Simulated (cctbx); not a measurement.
## Interatomic vectors of Mn2NiS4

Space group Pnma (no. 62), a = 10.9180 Å, b = 3.6360 Å, c = 12.6240 Å, α = 90.00°, β = 90.00°, γ = 90.00°, content Ni4 Mn8 S16.

Simulated single-crystal data (cctbx): Cu Kα, λ = 1.54184 Å, to d = 0.8 Å, 70 % of the full sphere, strongest reflection 40000 counts, noise from counting, a 6 % proportional error and a noise floor of 2 counts (s.d.); no absorption.

Patterson synthesis from sharpened amplitudes, origin scaled to 1000:

```text
Patterson group P m m m
      u       v       w   height  length (A)
  0.000   0.000   0.000   1000.0     0.00
  0.000   0.000   0.500    354.0     6.31
  0.500   0.000   0.209    229.3     6.06
  0.167   0.500   0.261    226.0     4.18
  0.000   0.500   0.500    222.5     6.57
  0.350   0.500   0.000    221.4     4.23
  0.180   0.000   0.245    212.7     3.66
  0.500   0.000   0.281    192.1     6.51
  0.348   0.500   0.500    188.7     7.59
  0.354   0.500   0.296    145.9     5.67
  0.304   0.000   0.047    141.8     3.37
  0.155   0.500   0.069    128.1     2.63
  0.000   0.000   0.328    127.5     4.14
  0.202   0.000   0.427    121.0     5.83
```

Q: Assign the vectors.

A peak at u stands for all pairs with xi − xj = u, with weight Σ ZiZj against Σ Z² = 12232 at the origin. Peak heights follow these weights only roughly, since form factors, motion and series ripples differ, all vectors within 0.55 Å of a peak are counted as merged into it though the farther ones add only part of their weight, and F(000) is left out, which lowers the whole map:

| u | v | w | shortest length (Å) | height | 1000 ΣZiZj/ΣZ² | pairs in the cell |
| --- | --- | --- | --- | --- | --- | --- |
| 0.000 | 0.000 | 0.500 | 6.31 | 354 | 409 | 8 × Mn–Mn |
| 0.500 | 0.000 | 0.209 | 6.06 | 229 | 333 | 4 × Mn–Mn, 2 × Ni–Ni |
| 0.167 | 0.500 | 0.261 | 4.18 | 226 | 373 | 4 × Ni–Mn, 2 × Mn–Mn, 2 × S–S |
| 0.000 | 0.500 | 0.500 | 6.57 | 222 | 256 | 4 × Ni–Ni |
| 0.350 | 0.500 | 0.000 | 4.23 | 221 | 204 | 4 × Mn–Mn |
| 0.180 | 0.000 | 0.245 | 3.66 | 213 | 271 | 4 × Ni–Mn, 2 × S–S |
| 0.500 | 0.000 | 0.281 | 6.51 | 192 | 204 | 4 × Mn–Mn |
| 0.348 | 0.500 | 0.500 | 7.59 | 189 | 246 | 4 × Mn–Mn, 2 × S–S |
| 0.354 | 0.500 | 0.296 | 5.68 | 146 | 319 | 4 × Ni–S, 4 × Mn–S, 2 × S–S |
| 0.304 | 0.000 | 0.047 | 3.37 | 142 | 230 | 2 × Ni–Mn, 2 × Ni–S, 2 × S–S |

The table stops at ten peaks or at a height of 45, below which ripples compete. In the model behind the data Ni, the heaviest element, has 1 independent site: (0.7483, 3/4, 0.8473), up to an allowed shift of origin; the Ni–Ni vectors are differences of these positions and their symmetry mates. Elements of similar Z can't be told apart from the map alone. The whole model:

```
atom  mult.       x    y       z  Ueq (Å²)
 Ni1      4  0.7483  3/4  0.8473    0.0211
 Mn1      4  0.4345  3/4  0.8863    0.0194
 Mn2      4  0.0847  1/4  0.8941    0.0235
  S1      4  0.7851  1/4  0.6784    0.0309
  S2      4  0.3820  1/4  0.5303    0.0330
  S3      4  0.9801  1/4  0.2167    0.0328
  S4      4  0.0970  1/4  0.5736    0.0471
```

The model is made up (kin elements in a known structure type, no relaxation), so it says nothing on whether the phase exists.

[Logs are printed without paths, hosts, clocks, repeated set-up lines and the standing remarks that a program may print on its own settings, such as how far it seeks lower states.]
